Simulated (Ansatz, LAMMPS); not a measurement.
# Relaxing amorphous SnO2 (108 atoms)

How does amorphous SnO2 (108 atoms) relax, and what do bonds, charges and levels look like afterwards?

Calculated with Ansatz 0.2.0; Kohn-Sham DFT, PBE, PAW (set soft_2), plane waves.

### Step 1. Set-up

The cell holds 108 atoms: 36 Sn and 72 O. Cell: a = 11.343 Å, b = 11.343 Å, c = 11.343 Å, α = 90.0°, β = 90.0°, γ = 90.0°. 108 atoms (36 Sn, 72 O) placed at random at 6.03 g/cm³, melted at 5000 K for 10 ps at fixed volume with the Morse and Coulomb pair potential with partial charges (Pedone, Malavasi, Menziani, Cormack and Segre, J. Phys. Chem. B 110, 11780 (2006)). Quenched from 5000 K to 300 K at 50 K/ps and fixed volume, held 10 ps at zero pressure, then minimised at fixed cell.

Limits known from the start: The quench rate of 50 K/ps is orders of magnitude faster than experiment, which tends to freeze in extra defects. The network of bonds at the start is that of the classical potential that made the cell. Only the Γ point is sampled, in a cell whose shortest periodic width is 11 Å.

### Step 2. Single point at the start

A single point comes first, to see the forces before anything moves.

Contents of input.yaml:

```yaml
crystal:
  lattice:
    - [11.3429, 0.0, 0.0]
    - [0.0, 11.3429, 0.0]
    - [0.0, 0.0, 11.3429]
  atoms:
    - { symbol: Sn, position: [0.84907, 0.47396, 0.23969] }
    - { symbol: Sn, position: [0.97082, 0.17292, 0.52008] }
    - { symbol: Sn, position: [0.60477, 0.03781, 0.73364] }
    - { symbol: Sn, position: [0.75361, 0.64347, 0.02836] }
    [... 98 atom lines left out ...]
    - { symbol: O, position: [0.43537, 0.0925, 0.357] }
    - { symbol: O, position: [0.04552, 0.42003, 0.96592] }
    - { symbol: O, position: [0.57958, 0.76623, 0.41087] }
    - { symbol: O, position: [0.47584, 0.10857, 0.81642] }
    - { symbol: O, position: [0.83262, 0.8017, 0.01448] }
    - { symbol: O, position: [0.88066, 0.80597, 0.71996] }
kpoints:
  mp_grid: { grid: [1, 1, 1] }
hamiltonian:
  xc: pbe
scf:
  occupations: { method: fixed }
output:
  forces: true
  stress: true
  populations: intrinsic
  dos:
    method: { smearing: { sigma: 0.08 } }
    de: 0.1
    projected: { site_lists: { O: [O], Sn: [Sn] } }
  eigenvalues: true
```

Command:

```sh
> ansatz run input.yaml --threads 4 --pin off --max-ram 8192MiB --backend cpu --events-out ev --progress --plain --runs-dir out
```

Elapsed: 14 s, on 4 threads of AMD EPYC 9R45, shared host; peak memory 2.5 GiB.

The run gave:

| Quantity | Value |
| --- | --- |
| free energy | -257693.1385 eV |
| free energy per atom | -2386.0476 eV/atom |
| SCF cycles | 11 |
| pressure | 6.433 GPa |
| r.m.s. force component | 0.4983 eV/Å |
| longest force | 1.441 eV/Å |
| Fermi energy | 8.034 eV |
| gap (highest filled to lowest empty level) | 0.2632 eV |

The r.m.s. force component of 0.50 eV/Å and the pressure of 6.4 GPa set the starting point.

Neighbours are counted within 2.43 Å (O-Sn).

Length of the force by element and coordination:

| element | coordination | atoms | mean length of the force (eV/Å) | spread | least | most |
| --- | --- | --- | --- | --- | --- | --- |
| O | all | 72 | 0.786 | 0.281 | 0.148 | 1.41 |
| O | 2 | 25 | 0.896 | 0.287 | 0.148 | 1.41 |
| O | 3 | 46 | 0.735 | 0.258 | 0.204 | 1.32 |
| O | 4 | 1 | 0.407 | 0 | 0.407 | 0.407 |
| Sn | all | 36 | 0.867 | 0.296 | 0.322 | 1.44 |
| Sn | 4 | 2 | 1.10 | 0.144 | 0.954 | 1.24 |
| Sn | 5 | 20 | 0.859 | 0.279 | 0.365 | 1.44 |
| Sn | 6 | 14 | 0.846 | 0.320 | 0.322 | 1.42 |

### Step 3. Relaxation

The atoms are relaxed in the fixed cell, aiming at the force tolerance of the input.

input.yaml, the sections that differ from step 2:

```yaml
output:
  forces: true
relax:
  f_tol: 0.05
  max_steps: 200
# crystal, kpoints, hamiltonian, scf: as in step 2
```

Wall time 84 s (4 threads); peak memory 2.3 GiB; 5.3 min of CPU time.

Step by step:

| step | energy less that of the first step (eV) | largest force component (eV/Å) |
| --- | --- | --- |
| 1 | 0.0000 | 1.2570 |
| 2 | -2.9720 | 0.6309 |
| 3 | -3.5898 | 0.3943 |
| 4 | -4.0434 | 0.1824 |
| 5 | -4.1726 | 0.1346 |
| 6 | -4.2180 | 0.1653 |
| 7 | -4.2234 | 0.1711 |
| 8 | -4.2438 | 0.0976 |
| 9 | -4.2459 | 0.0574 |
| 10 | -4.2511 | 0.0797 |
| 11 | -4.2438 | 0.0905 |
| 12 | -4.2531 | 0.0451 |

Relaxation step 11 was tried and not accepted.

The atoms that moved most (Å):

| atom | dx | dy | dz | length |
| --- | --- | --- | --- | --- |
| O91 | -0.396 | -0.068 | 0.384 | 0.556 |
| O92 | 0.230 | -0.382 | -0.227 | 0.500 |
| O106 | -0.331 | 0.144 | -0.212 | 0.418 |
| O103 | 0.353 | 0.121 | 0.176 | 0.412 |
| O43 | -0.138 | -0.154 | -0.300 | 0.364 |
| O97 | -0.133 | 0.121 | 0.262 | 0.317 |
| O87 | 0.306 | 0.080 | -0.011 | 0.316 |
| O95 | 0.282 | -0.051 | 0.105 | 0.305 |

The relaxation changed the energy by -39.4 meV/atom, and atoms moved by 0.18 Å r.m.s., 0.56 Å at most.

### Step 4. Structure statistics after relaxation

Bonds before and after, by the cutoffs listed below:

| pair | bonds before | bonds after | mean before (Å) | mean after (Å) | spread before (Å) | spread after (Å) |
| --- | --- | --- | --- | --- | --- | --- |
| O-Sn | 204 | 209 | 2.080 | 2.109 | 0.144 | 0.120 |

Density 6.17 g/cm³, 13.51 Å³ an atom.

Pair distribution functions g(r), in bins of 0.1 Å:

| r (Å) | total | O-O | O-Sn | Sn-Sn |
| --- | --- | --- | --- | --- |
| 1.85 | 0.00 | 0.00 | 0.00 | 0.00 |
| 1.95 | 1.45 | 0.00 | 3.26 | 0.00 |
| 2.05 | 4.21 | 0.00 | 9.47 | 0.00 |
| 2.15 | 2.86 | 0.00 | 6.43 | 0.00 |
| 2.25 | 0.36 | 0.00 | 0.81 | 0.00 |
| 2.35 | 0.36 | 0.00 | 0.81 | 0.00 |
| 2.45 | 0.13 | 0.15 | 0.15 | 0.00 |
| 2.55 | 0.61 | 1.10 | 0.27 | 0.00 |
| 2.65 | 0.94 | 2.04 | 0.07 | 0.00 |
| 2.75 | 0.92 | 2.07 | 0.00 | 0.00 |
| 2.85 | 1.45 | 3.21 | 0.06 | 0.00 |
| 2.95 | 1.21 | 2.57 | 0.15 | 0.00 |
| 3.05 | 0.99 | 2.07 | 0.10 | 0.19 |
| 3.15 | 0.96 | 1.71 | 0.09 | 1.44 |
| 3.25 | 1.21 | 1.61 | 0.38 | 2.89 |
| 3.35 | 0.78 | 0.92 | 0.36 | 1.93 |
| 3.45 | 0.82 | 0.79 | 0.60 | 1.81 |
| 3.55 | 0.93 | 0.92 | 0.75 | 1.71 |
| 3.65 | 1.00 | 0.37 | 0.87 | 4.04 |
| 3.75 | 0.93 | 0.54 | 1.18 | 1.52 |
| 3.85 | 1.11 | 0.66 | 1.18 | 2.65 |
| 3.95 | 0.87 | 0.66 | 0.86 | 1.72 |
| 4.05 | 1.20 | 1.09 | 1.39 | 0.87 |
| 4.15 | 1.03 | 1.09 | 1.12 | 0.41 |
| 4.25 | 0.97 | 0.74 | 1.36 | 0.30 |
| 4.35 | 1.01 | 0.71 | 1.44 | 0.47 |
| 4.45 | 0.92 | 0.43 | 1.52 | 0.45 |
| 4.55 | 1.00 | 0.54 | 1.64 | 0.26 |
| 4.65 | 0.96 | 0.62 | 1.45 | 0.33 |
| 4.75 | 1.06 | 0.80 | 1.47 | 0.48 |
| 4.85 | 0.97 | 0.82 | 1.18 | 0.77 |
| 4.95 | 0.98 | 0.97 | 1.03 | 0.88 |
| 5.05 | 1.05 | 1.19 | 0.83 | 1.34 |
| 5.15 | 1.07 | 1.18 | 1.01 | 0.88 |
| 5.25 | 1.03 | 1.23 | 0.86 | 0.91 |
| 5.35 | 1.13 | 1.35 | 0.95 | 1.00 |
| 5.45 | 1.01 | 1.48 | 0.51 | 1.14 |
| 5.55 | 1.18 | 1.38 | 0.95 | 1.28 |
| 5.65 | 1.00 | 1.15 | 0.80 | 1.18 |

Bonds by pair of elements; cutoffs follow the first minimum of g(r), held within bounds set by covalent radii, and pairs that aren't listed don't count as bonded:

| pair A-B | cutoff (Å) | bonds | mean length (Å) | spread (Å) | shortest (Å) | B about A | A about B |
| --- | --- | --- | --- | --- | --- | --- | --- |
| O-Sn | 2.73 | 209 | 2.11 | 0.12 | 1.90 | 2.90 | 5.81 |

How many atoms have how many bonded neighbours:

| element | mean | 2 | 3 | 4 | 5 | 6 | 7 |
| --- | --- | --- | --- | --- | --- | --- | --- |
| O | 2.90 | 12 | 55 | 5 | 0 | 0 | 0 |
| Sn | 5.81 | 0 | 0 | 0 | 11 | 21 | 4 |

Bond angles, per cent of each kind in bins of 5°:

| angle (°) | O-Sn-O | Sn-O-Sn |
| --- | --- | --- |
| 65–70 | 2.4 | 0.0 |
| 70–75 | 5.9 | 0.0 |
| 75–80 | 12.2 | 0.0 |
| 80–85 | 12.2 | 1.9 |
| 85–90 | 9.4 | 1.0 |
| 90–95 | 8.8 | 4.3 |
| 95–100 | 7.3 | 15.9 |
| 100–105 | 7.3 | 13.0 |
| 105–110 | 4.5 | 8.2 |
| 110–115 | 4.3 | 5.8 |
| 115–120 | 1.8 | 5.3 |
| 120–125 | 1.8 | 9.2 |
| 125–130 | 1.0 | 9.2 |
| 130–135 | 2.4 | 8.7 |
| 135–140 | 1.6 | 9.7 |
| 140–145 | 1.6 | 2.9 |
| 145–150 | 2.8 | 1.5 |
| 150–155 | 2.2 | 1.5 |
| 155–160 | 3.1 | 1.0 |
| 160–165 | 3.5 | 1.0 |
| 165–170 | 2.4 | 0.0 |
| 170–175 | 1.2 | 0.0 |
| 175–180 | 0.6 | 0.0 |

Bond angles (no mean is given where the spread exceeds 20°):

| angle | count | mean (°) | spread (°) |
| --- | --- | --- | --- |
| O-Sn-O | 509 | - | - |
| Sn-O-Sn | 207 | 116 | 17.8 |

Bond length by coordination (bonds to H left out):

| element | coordination | atoms | mean bond length (Å) |
| --- | --- | --- | --- |
| O | 2 | 12 | 1.98 |
| O | 3 | 55 | 2.11 |
| O | 4 | 5 | 2.25 |
| Sn | 5 | 11 | 2.05 |
| Sn | 6 | 21 | 2.12 |
| Sn | 7 | 4 | 2.18 |

For some of the pairs, g(r) has its first main peak near 2.9 Å (O-O) and 2.1 Å (O-Sn). With the cutoffs above, 76 % of O atoms have 3 and 58 % of Sn atoms have 6 bonded neighbours. Bonds at O atoms with 2 neighbours average 1.98 Å, against 2.25 Å at those with 4.

### Step 5. Single point at the relaxed geometry

The electronic structure is read at the final geometry, in a run of its own.

Contents of input.yaml:

```yaml
crystal:
  lattice:
    - [11.3429, 0.0, 0.0]
    - [0.0, 11.3429, 0.0]
    - [0.0, 0.0, 11.3429]
  atoms:
    - { symbol: Sn, position: [0.84414, 0.47913, 0.22938] }
    - { symbol: Sn, position: [0.96671, 0.1671, 0.5188] }
    - { symbol: Sn, position: [0.58997, 0.04302, 0.74976] }
    - { symbol: Sn, position: [0.75718, 0.6474, 0.0189] }
    [... 98 atom lines left out ...]
    - { symbol: O, position: [0.46646, 0.10317, 0.37253] }
    - { symbol: O, position: [0.0434, 0.42525, 0.96441] }
    - { symbol: O, position: [0.58988, 0.77108, 0.4141] }
    - { symbol: O, position: [0.44667, 0.1213, 0.79776] }
    - { symbol: O, position: [0.82296, 0.81384, 0.99956] }
    - { symbol: O, position: [0.87656, 0.79843, 0.71571] }
kpoints:
  mp_grid: { grid: [1, 1, 1] }
hamiltonian:
  xc: pbe
scf:
  occupations: { method: fixed }
output:
  forces: true
  stress: true
  populations: true
  dos:
    method: { smearing: { sigma: 0.15 } }
    de: 0.1
    projected: { site_lists: { O: [O], Sn: [Sn] } }
  eigenvalues: true
  write_density: true
  write_potential: true
  volumetric_format: npy
  elf: true
```

It took 15 s on 4 threads; peak memory 2.4 GiB.

Read from the output:

| Item | Value |
| --- | --- |
| free energy | -257697.3915 eV |
| free energy per atom | -2386.0870 eV/atom |
| SCF cycles | 11 |
| pressure | 1.712 GPa |
| r.m.s. force component | 0.00951 eV/Å |
| longest force | 0.04896 eV/Å |
| Fermi energy | 8 eV |
| gap (highest filled to lowest empty level) | 0.3142 eV |
| spilling of the projection | 0.005127 |

Löwdin charges by element and coordination (they lack the spilled electrons, 0.044 e an atom on average):

| element | coordination | atoms | mean charge (e) | spread | least | most |
| --- | --- | --- | --- | --- | --- | --- |
| O | all | 72 | -0.784 | 0.0156 | -0.825 | -0.754 |
| O | 2 | 12 | -0.798 | 0.0183 | -0.825 | -0.772 |
| O | 3 | 55 | -0.781 | 0.0134 | -0.819 | -0.754 |
| O | 4 | 5 | -0.778 | 0.0128 | -0.800 | -0.762 |
| Sn | all | 36 | 1.70 | 0.0166 | 1.66 | 1.74 |
| Sn | 5 | 11 | 1.71 | 0.0155 | 1.69 | 1.74 |
| Sn | 6 | 21 | 1.70 | 0.0165 | 1.66 | 1.73 |
| Sn | 7 | 4 | 1.69 | 0.0106 | 1.68 | 1.71 |

States in the cell by windows of 1 eV, zero at the Fermi level; the larger projections on atomic orbitals stand beside the total:

| from (eV) | to (eV) | total | O p | Sn p | Sn s |
| --- | --- | --- | --- | --- | --- |
| -10 | -9 | 0.0 | 0.0 | 0.0 | 0.0 |
| -9 | -8 | 4.2 | 2.3 | 0.1 | 1.6 |
| -8 | -7 | 28.5 | 15.9 | 0.9 | 10.3 |
| -7 | -6 | 24.9 | 14.3 | 1.1 | 7.5 |
| -6 | -5 | 25.6 | 17.4 | 3.8 | 2.9 |
| -5 | -4 | 50.3 | 37.7 | 9.4 | 1.1 |
| -4 | -3 | 62.4 | 50.2 | 8.8 | 0.8 |
| -3 | -2 | 70.5 | 62.1 | 4.9 | 0.6 |
| -2 | -1 | 102.5 | 97.6 | 1.8 | 0.4 |
| -1 | 0 | 61.8 | 59.6 | 0.7 | 0.2 |
| 0 | 1 | 3.3 | 1.9 | 0.1 | 1.0 |
| 1 | 2 | 0.0 | 0.0 | 0.0 | 0.0 |
| 2 | 3 | 11.7 | 4.4 | 1.1 | 4.6 |
| 3 | 4 | 23.7 | 8.6 | 2.6 | 9.9 |
| 4 | 5 | 28.0 | 10.1 | 3.3 | 12.2 |

With fixed occupations the program's Fermi level is the highest filled level.

Between -22 and -10 eV lie 504 more states.

The levels nearest the highest filled one (over half full), pooled over k-points and spins:

| level less the highest filled one (eV) | occupation |
| --- | --- |
| -0.359 | 2 |
| -0.314 | 2 |
| -0.232 | 2 |
| -0.203 | 2 |
| -0.115 | 2 |
| 0 | 2 |
| 0.314 | 0 |
| 2.29 | 0 |
| 2.55 | 0 |
| 2.65 | 0 |
| 2.74 | 0 |
| 2.81 | 0 |

Mean Löwdin charges: O -0.78, Sn +1.70 e (they miss 0.51 % of the electrons, so they add up to more than the cell's charge). Within 0.4 eV of the Fermi level the largest share is O p (91 % of the projected weight).

### Step 6. Results

| Property | Result |
| --- | --- |
| energy change in the relaxation | -39.38 meV/atom |
| r.m.s. displacement | 0.184 Å |
| largest displacement | 0.556 Å |
| free energy per atom | -2386.0870 eV/atom |
| pressure | 1.712 GPa |
| r.m.s. force component | 0.00951 eV/Å |
| gap (highest filled to lowest empty level) | 0.3142 eV |
| wall time of the 3 DFT runs | 1.9 min |

In words: Relaxation lowers the energy by 39.4 meV/atom and moves atoms by 0.18 Å r.m.s.; the r.m.s. force component goes from 0.50 to 0.0095 eV/Å, the pressure goes from 6.4 to 1.7 GPa, and the gap from 0.263 to 0.314 eV. By the final cutoffs 0 of 204 bonded pairs parted and 5 joined. From the first step to the last the energy fell by 4.253 eV, and the largest move was 0.56 Å (O91). The O-Sn bonds go from 2.080 Å (spread 0.144) to 2.109 Å (spread 0.120), and their number from 204 to 209. With the cutoffs above, 76 % of O atoms have 3 and 58 % of Sn atoms have 6 bonded neighbours. The highest filled and lowest empty levels differ by 0.314 eV (at Γ alone); a semilocal functional tends to put such gaps too low. In a disordered cell it changes from sample to sample, and tail or defect levels can set it.

**Limits.** The starting topology of bonds comes from the classical model; in DFT 0 of its 204 bonded pairs passed out of the cutoffs and 5 came within them. The pressure of 1.7 GPa says that the cell would expand at this level of theory.

[Logs are printed without paths, hosts, clocks, repeated set-up lines and the standing remarks that a program may print on its own settings, such as how far it seeks lower states.]

[Hosts, paths, dates, database ids (printed as entryN), source tags and the programs' standing remarks are cut or masked in the printed files.]
